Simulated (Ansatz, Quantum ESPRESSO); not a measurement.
# Ballistic transmission: vacuum gap of 3.5 Å between two Pt(111) faces, part 3 of 4

Wanted: the transmission near the Fermi level and the conductance of this junction: vacuum gap of 3.5 Å between two Pt(111) faces.

Quantum ESPRESSO 7.5; plane-wave DFT, LDA, GBRV ultrasoft pseudopotentials; cross-check by Ansatz 0.2.0 with PAW datasets.

So far. Step 3 (The open system): The run is unpolarised; a magnetic state was not tried, may lie lower and would change T. Step 3 (The open system): At no point does T exceed the number of channels.

## Step 4: The open system, with ewind = 2.0 and epsproj = 0.001

Level of this step: transmission by pwcond, lead and junction from one cell; plane-wave DFT, LDA, GBRV ultrasoft pseudopotentials (Quantum ESPRESSO).

How much does a setting matter? One run is repeated with a change.

Input file cond.w.in:

```
&inputcond
  outdir = './out'
  prefixt = 'scf'
  tran_file = 'cond.w.dat'
  bdl = 2.4494897442
  bds = 15.1272296520
  ikind = 1
  ewind = 2.0
  epsproj = 0.001
  nz1 = 7
  energy0 = 0.4
  denergy = -0.4
/
19
  0.00000000 0.00000000 0.00694444
  0.00000000 0.08333333 0.04166667
  0.00000000 0.16666667 0.04166667
  0.00000000 0.25000000 0.04166667
  0.00000000 0.33333333 0.04166667
  0.00000000 0.41666667 0.04166667
  0.00000000 0.50000000 0.02083333
  0.08333333 0.16666667 0.04166667
  0.08333333 0.25000000 0.08333333
  0.08333333 0.33333333 0.08333333
  0.08333333 0.41666667 0.08333333
  0.08333333 0.50000000 0.08333333
  0.16666667 0.33333333 0.04166667
  0.16666667 0.41666667 0.08333333
  0.16666667 0.50000000 0.08333333
  0.16666667 0.58333333 0.04166667
  0.25000000 0.50000000 0.04166667
  0.25000000 0.58333333 0.08333333
  0.33333333 0.66666667 0.01388889
3
```

Launch:

```sh
> OMP_NUM_THREADS=1 mpirun -n 4 pwcond.x -in cond.w.in > cond.w.out
```

Output:

```text
[banner, memory and clock lines left out]
Program PWCOND v.7.5 starts
[citation notice left out]

[...]
./out/scf.save/

[...]
negative rho (up, down):  3.029E+00 0.000E+00
     Reading collected, re-writing distributed wavefunctions

===== INPUT FILE containing all the regions =====

     GEOMETRY:

     lattice parameter (alat)  =       5.3049  a.u.
     the volume                =    1955.7492 (a.u.)^3
     the cross section         =      24.3713 (a.u.)^2
     l of the unit cell        =      15.1272 (alat)
     number of atoms/cell      =           18
     number of atomic types    =            1

     crystal axes: (cart. coord. in units of alat)
               a(1) = (  1.0000  0.0000  0.0000 )
               a(2) = (  0.5000  0.8660  0.0000 )
               a(3) = (  0.0000  0.0000 15.1272 )

   Cartesian axes

     site n.     atom                  positions (alat units)
          1        Pt     tau(  1)=(  0.0000  0.0000 15.1272  )
          2        Pt     tau(  2)=(  0.5000  0.2887  0.8165  )
          3        Pt     tau(  3)=(  1.0000  0.5774  1.6330  )
          4        Pt     tau(  4)=(  0.0000  0.0000  2.4495  )
          5        Pt     tau(  5)=(  0.5000  0.2887  3.2660  )
          6        Pt     tau(  6)=(  1.0000  0.5774  4.0825  )
          7        Pt     tau(  7)=(  0.0000  0.0000  4.8990  )
          8        Pt     tau(  8)=(  0.5000  0.2887  5.7155  )
          9        Pt     tau(  9)=(  1.0000  0.5774  6.5320  )
         10        Pt     tau( 10)=(  0.0000  0.0000  7.7788  )
         11        Pt     tau( 11)=(  0.5000  0.2887  8.5953  )
         12        Pt     tau( 12)=(  1.0000  0.5774  9.4118  )
         13        Pt     tau( 13)=(  0.0000  0.0000 10.2283  )
         14        Pt     tau( 14)=(  0.5000  0.2887 11.0447  )
         15        Pt     tau( 15)=(  1.0000  0.5774 11.8612  )
         16        Pt     tau( 16)=(  0.0000  0.0000 12.6777  )
         17        Pt     tau( 17)=(  0.5000  0.2887 13.4942  )
         18        Pt     tau( 18)=(  1.0000  0.5774 14.3107  )

     nr1s                      =           24
     nr2s                      =           24
     nr3s                      =          324
     nr1sx                     =           24
     nr2sx                     =           24
     nr3sx                     =          324
     nr1                       =           24
     nr2                       =           24
     nr3                       =          375
     nr1x                      =           24
     nr2x                      =           24
     nr3x                      =          375

 _______________________________
  Radii of nonlocal spheres:

     type       ibeta     ang. mom.          radius (alat units)
       Pt         1         0                    0.4683
       Pt         2         0                    0.4683
       Pt         3         1                    0.4683
       Pt         4         1                    0.4683
       Pt         5         2                    0.4683
       Pt         6         2                    0.4683
----- General information -----

--- T calc. with identical leads (ikind=1) ---

     nrx                       =           24
     nry                       =           24
     nz1                       =            7

     energy0               =         4.0E-01
     denergy               =        -4.0E-01
     nenergy               =          3
     ecut2d                =         4.0E+01
     ewind                 =         2.0E+00
     epsproj               =         1.0E-03

     number of k_|| points=   19
                       cryst. coord.
        k(    1) = (   0.0000000   0.0000000), wk =   0.0069444
        k(    2) = (   0.0000000   0.0833333), wk =   0.0416667
[...]
k(   19) = (   0.3333333   0.6666667), wk =   0.0138889
----- Information about left/right lead -----

     nocros                   =           18
     noins                    =           36
     norb                     =           72
     norbf                    =          288
     nrz                      =           52

      iorb      type   ibeta   ang. mom.   m       position (alat)
        1        1       1        0        1   taunew(   1)=(  0.0000  0.0000  0.0000)
        2        1       2        0        1   taunew(   2)=(  0.0000  0.0000  0.0000)
[...]
72        1       6        2        5   taunew(  72)=(  0.0000  0.0000  2.4495)
    k slab    z(k)  z(k+1)     crossing(iorb=1,norb)
    1   0.0000 0.0471 0.0471   111111111111111111000000000000000000000000000000000000000000000000000000
    2   0.0471 0.0942 0.0471   111111111111111111000000000000000000000000000000000000000000000000000000
[...]
52   2.4024 2.4495 0.0471   000000000000000000000000000000000000000000000000000000111111111111111111
----- Information about scattering region -----

     noins                    =          252
     norb                     =          288
     norbf                    =          288
     nrz                      =          272

      iorb      type   ibeta   ang. mom.   m       position (alat)
        1        1       1        0        1   taunew(   1)=(  0.0000  0.0000 -0.0000)
        2        1       2        0        1   taunew(   2)=(  0.0000  0.0000 -0.0000)
[...]
288        1       6        2        5   taunew( 288)=(  0.0000  0.0000 12.6777)
 ngper, shell number =           85          11
 ngper, n2d =           85          43
---  E-Ef =    0.4000000  k =    0.0000000   0.0000000
---  ie =          1  ik =          1
 Nchannels of the left tip =            0
 Right moving states:
   k1(2pi/a)   k2(2pi/a)   E-Ef (eV)
 Left moving states:
   k1(2pi/a)   k2(2pi/a)   E-Ef (eV)

 to transmit
          E-Ef(ev), T =    0.4000000   0.0000000
---  E-Ef =    0.0000000  k =    0.0000000   0.0000000
---  ie =          2  ik =          1
 Nchannels of the left tip =            2
 Right moving states:
   k1(2pi/a)   k2(2pi/a)   E-Ef (eV)
   0.4072865   0.0000004   0.0000000
   0.4072865   0.0000004   0.0000000
 Left moving states:
   k1(2pi/a)   k2(2pi/a)   E-Ef (eV)
  -0.4072864   0.0000004   0.0000000
  -0.4072864   0.0000004   0.0000000

 to transmit
 Band j to band i transmissions and reflections:
    j         i     |T_ij|^2    |R_ij|^2

    1 -->     1     0.10843     0.00000
    1 -->     2     0.00000     0.89157
   Total T_j, R_j =    0.10843  0.89157

    2 -->     1     0.00000     0.89157
    2 -->     2     0.10843     0.00000
   Total T_j, R_j =    0.10843  0.89157

E-Ef(ev), T(x2 spins) =    0.0000000   0.4337142
---  E-Ef =   -0.4000000  k =    0.0000000   0.0000000
---  ie =          3  ik =          1
 Nchannels of the left tip =            3
 Right moving states:
   k1(2pi/a)   k2(2pi/a)   E-Ef (eV)
   0.1547999   0.0000004  -0.4000000
   0.1547999   0.0000004  -0.4000000
   0.4686853   0.0000011  -0.4000000
 Left moving states:
   k1(2pi/a)   k2(2pi/a)   E-Ef (eV)
  -0.1547999   0.0000004  -0.4000000
  -0.1547999   0.0000004  -0.4000000
  -0.4686853   0.0000011  -0.4000000

 to transmit
 Band j to band i transmissions and reflections:
    j         i     |T_ij|^2    |R_ij|^2

    1 -->     1     0.01450     0.98537
    1 -->     2     0.00000     0.00013
    1 -->     3     0.00000     0.00000
   Total T_j, R_j =    0.01450  0.98550

    2 -->     1     0.00000     0.00013
    2 -->     2     0.01450     0.98537
    2 -->     3     0.00000     0.00000
   Total T_j, R_j =    0.01450  0.98550

    3 -->     1     0.00000     0.00000
    3 -->     2     0.00000     0.00000
    3 -->     3     0.92347     0.07653
   Total T_j, R_j =    0.92347  0.07653

E-Ef(ev), T(x2 spins) =   -0.4000000   1.9049555
 ngper, shell number =           81          45
 ngper, n2d =           81          48
[... further energies and points left out ...]
---  E-Ef =    0.4000000  k =    0.3333333   0.6666667
---  ie =          1  ik =         19
 Nchannels of the left tip =            0
 Right moving states:
   k1(2pi/a)   k2(2pi/a)   E-Ef (eV)
 Left moving states:
   k1(2pi/a)   k2(2pi/a)   E-Ef (eV)

 to transmit
          E-Ef(ev), T =    0.4000000   0.0000000
---  E-Ef =    0.0000000  k =    0.3333333   0.6666667
---  ie =          2  ik =         19
 Nchannels of the left tip =            0
 Right moving states:
   k1(2pi/a)   k2(2pi/a)   E-Ef (eV)
 Left moving states:
   k1(2pi/a)   k2(2pi/a)   E-Ef (eV)

 to transmit
          E-Ef(ev), T =    0.0000000   0.0000000
---  E-Ef =   -0.4000000  k =    0.3333333   0.6666667
---  ie =          3  ik =         19
 Nchannels of the left tip =            3
 Right moving states:
   k1(2pi/a)   k2(2pi/a)   E-Ef (eV)
   0.1898323   0.0000003  -0.4000000
   0.2076743  -0.0000019  -0.4000000
   0.2125304   0.0000003  -0.4000000
 Left moving states:
   k1(2pi/a)   k2(2pi/a)   E-Ef (eV)
  -0.1898322   0.0000003  -0.4000000
  -0.2076739  -0.0000019  -0.4000000
  -0.2125304   0.0000003  -0.4000000

 to transmit
 Band j to band i transmissions and reflections:
    j         i     |T_ij|^2    |R_ij|^2

    1 -->     1     0.29802     0.70198
    1 -->     2     0.00000     0.00001
    1 -->     3     0.00000     0.00000
   Total T_j, R_j =    0.29802  0.70198

    2 -->     1     0.00000     0.00001
    2 -->     2     0.28973     0.71027
    2 -->     3     0.00000     0.00000
   Total T_j, R_j =    0.28973  0.71027

    3 -->     1     0.00000     0.00000
    3 -->     2     0.00000     0.00000
    3 -->     3     0.01942     0.98058
   Total T_j, R_j =    0.01942  0.98058

E-Ef(ev), T(x2 spins) =   -0.4000000   1.2143209
   T_tot     0.40000      0.73927E+00
   T_tot     0.00000      0.11646E+01
   T_tot    -0.40000      0.12143E+01

[...]
```

Run time: 59 s. Hardware: 4 MPI ranks of Arm Neoverse V2, shared host; peak memory 0.27 GiB; 4 min of CPU time.

The changed values were drawn from a wide range, not chosen for quality; the comparison shows what they did here together.

Beside the run it was changed from:

| quantity | this run | unchanged run | difference |
| --- | --- | --- | --- |
| transmission at the Fermi level, one spin | 0.5823 | 0.5629 | 0.019 |
| lead channels at the Fermi level, one spin | 1.806 | 1.889 | -0.083 |
| wall time (s) | 59 | 107 |  |

Over all energies T moves by up to 0.048, at -0.4 eV.

The physical values in this table move by up to 4.4 %.

## Step 5: The open system, with nenergy = 0

One more run, with a changed input.

Input file cond.bad.in:

```
&inputcond
  outdir = './out'
  prefixt = 'scf'
  tran_file = 'cond.bad.dat'
  bdl = 2.4494897442
  bds = 15.1272296520
  ikind = 1
  ewind = 4.0
  epsproj = 1e-05
  nz1 = 7
  energy0 = 0.4
  denergy = -0.4
/
19
  0.00000000 0.00000000 0.00694444
  0.00000000 0.08333333 0.04166667
  0.00000000 0.16666667 0.04166667
  0.00000000 0.25000000 0.04166667
  0.00000000 0.33333333 0.04166667
  0.00000000 0.41666667 0.04166667
  0.00000000 0.50000000 0.02083333
  0.08333333 0.16666667 0.04166667
  0.08333333 0.25000000 0.08333333
  0.08333333 0.33333333 0.08333333
  0.08333333 0.41666667 0.08333333
  0.08333333 0.50000000 0.08333333
  0.16666667 0.33333333 0.04166667
  0.16666667 0.41666667 0.08333333
  0.16666667 0.50000000 0.08333333
  0.16666667 0.58333333 0.04166667
  0.25000000 0.50000000 0.04166667
  0.25000000 0.58333333 0.08333333
  0.33333333 0.66666667 0.01388889
0
```

Launch:

```sh
> OMP_NUM_THREADS=1 mpirun -n 4 pwcond.x -in cond.bad.in > cond.bad.out
```

Output:

```text
[banner, memory and clock lines left out]
Program PWCOND v.7.5 starts
[citation notice left out]

[...]
./out/scf.save/

[...]
negative rho (up, down):  3.029E+00 0.000E+00
     Reading collected, re-writing distributed wavefunctions

===== INPUT FILE containing all the regions =====

     GEOMETRY:

     lattice parameter (alat)  =       5.3049  a.u.
     the volume                =    1955.7492 (a.u.)^3
     the cross section         =      24.3713 (a.u.)^2
     l of the unit cell        =      15.1272 (alat)
     number of atoms/cell      =           18
     number of atomic types    =            1

     crystal axes: (cart. coord. in units of alat)
               a(1) = (  1.0000  0.0000  0.0000 )
               a(2) = (  0.5000  0.8660  0.0000 )
               a(3) = (  0.0000  0.0000 15.1272 )

   Cartesian axes

     site n.     atom                  positions (alat units)
          1        Pt     tau(  1)=(  0.0000  0.0000 15.1272  )
          2        Pt     tau(  2)=(  0.5000  0.2887  0.8165  )
          3        Pt     tau(  3)=(  1.0000  0.5774  1.6330  )
          4        Pt     tau(  4)=(  0.0000  0.0000  2.4495  )
          5        Pt     tau(  5)=(  0.5000  0.2887  3.2660  )
          6        Pt     tau(  6)=(  1.0000  0.5774  4.0825  )
          7        Pt     tau(  7)=(  0.0000  0.0000  4.8990  )
          8        Pt     tau(  8)=(  0.5000  0.2887  5.7155  )
          9        Pt     tau(  9)=(  1.0000  0.5774  6.5320  )
         10        Pt     tau( 10)=(  0.0000  0.0000  7.7788  )
         11        Pt     tau( 11)=(  0.5000  0.2887  8.5953  )
         12        Pt     tau( 12)=(  1.0000  0.5774  9.4118  )
         13        Pt     tau( 13)=(  0.0000  0.0000 10.2283  )
         14        Pt     tau( 14)=(  0.5000  0.2887 11.0447  )
         15        Pt     tau( 15)=(  1.0000  0.5774 11.8612  )
         16        Pt     tau( 16)=(  0.0000  0.0000 12.6777  )
         17        Pt     tau( 17)=(  0.5000  0.2887 13.4942  )
         18        Pt     tau( 18)=(  1.0000  0.5774 14.3107  )

     nr1s                      =           24
     nr2s                      =           24
     nr3s                      =          324
     nr1sx                     =           24
     nr2sx                     =           24
     nr3sx                     =          324
     nr1                       =           24
     nr2                       =           24
     nr3                       =          375
     nr1x                      =           24
     nr2x                      =           24
     nr3x                      =          375

 _______________________________
  Radii of nonlocal spheres:

     type       ibeta     ang. mom.          radius (alat units)
       Pt         1         0                    0.4683
       Pt         2         0                    0.4683
       Pt         3         1                    0.4683
       Pt         4         1                    0.4683
       Pt         5         2                    0.4683
       Pt         6         2                    0.4683
----- General information -----

--- T calc. with identical leads (ikind=1) ---

     nrx                       =           24
     nry                       =           24
     nz1                       =            7

     energy0               =         4.0E-01
     denergy               =        -4.0E-01
     nenergy               =          0
     ecut2d                =         4.0E+01
     ewind                 =         4.0E+00
     epsproj               =         1.0E-05

     number of k_|| points=   19
                       cryst. coord.
        k(    1) = (   0.0000000   0.0000000), wk =   0.0069444
        k(    2) = (   0.0000000   0.0833333), wk =   0.0416667
[...]
k(   19) = (   0.3333333   0.6666667), wk =   0.0138889
----- Information about left/right lead -----

     nocros                   =           18
     noins                    =           36
     norb                     =           72
     norbf                    =          288
     nrz                      =           52

      iorb      type   ibeta   ang. mom.   m       position (alat)
        1        1       1        0        1   taunew(   1)=(  0.0000  0.0000  0.0000)
        2        1       2        0        1   taunew(   2)=(  0.0000  0.0000  0.0000)
[...]
72        1       6        2        5   taunew(  72)=(  0.0000  0.0000  2.4495)
    k slab    z(k)  z(k+1)     crossing(iorb=1,norb)
    1   0.0000 0.0471 0.0471   111111111111111111000000000000000000000000000000000000000000000000000000
    2   0.0471 0.0942 0.0471   111111111111111111000000000000000000000000000000000000000000000000000000
[...]
52   2.4024 2.4495 0.0471   000000000000000000000000000000000000000000000000000000111111111111111111
----- Information about scattering region -----

     noins                    =          252
     norb                     =          288
     norbf                    =          288
     nrz                      =          272

      iorb      type   ibeta   ang. mom.   m       position (alat)
        1        1       1        0        1   taunew(   1)=(  0.0000  0.0000 -0.0000)
        2        1       2        0        1   taunew(   2)=(  0.0000  0.0000 -0.0000)
[...]
288        1       6        2        5   taunew( 288)=(  0.0000  0.0000 12.6777)
 ngper, shell number =           85          11
 ngper, n2d =           85          80
 ngper, shell number =           81          45
 ngper, n2d =           81          78
 ngper, shell number =           79          44
 ngper, n2d =           79          78
 ngper, shell number =           79          38
 ngper, n2d =           79          77
 ngper, shell number =           75          42
 ngper, n2d =           75          75
 ngper, shell number =           76          43
 ngper, n2d =           76          75
 ngper, shell number =           76          22
 ngper, n2d =           76          76
 ngper, shell number =           81          81
 ngper, n2d =           81          80
 ngper, shell number =           80          80
 ngper, n2d =           80          79
 ngper, shell number =           78          78
 ngper, n2d =           78          78
 ngper, shell number =           75          75
 ngper, n2d =           75          75
 ngper, shell number =           76          76
 ngper, n2d =           76          75
 ngper, shell number =           77          77
 ngper, n2d =           77          77
 ngper, shell number =           78          78
 ngper, n2d =           78          77
 ngper, shell number =           78          78
 ngper, n2d =           78          77
 ngper, shell number =           76          76
 ngper, n2d =           76          76
 ngper, shell number =           75          36
 ngper, n2d =           75          75
 ngper, shell number =           77          77
 ngper, n2d =           77          77
 ngper, shell number =           78          42
 ngper, n2d =           78          78

[...]
```

The job ended after 6.2 s (4 MPI ranks; peak memory 0.26 GiB).

The run finished, but its numbers are not taken as the system's. The fault: no energies.

(Continued in part 4 of 4.)

[Logs are printed without paths, hosts, clocks, repeated set-up lines and the standing remarks that a program may print on its own settings, such as how far it seeks lower states.]

[Hosts, paths, dates, database ids (printed as entryN), source tags and the programs' standing remarks are cut or masked in the printed files.]

[Maps of the electrostatic potential energy from Ansatz leave out the sawtooth potential of an applied field or a dipole correction, so their vacuum need not be flat; planar profiles and work functions include it.]
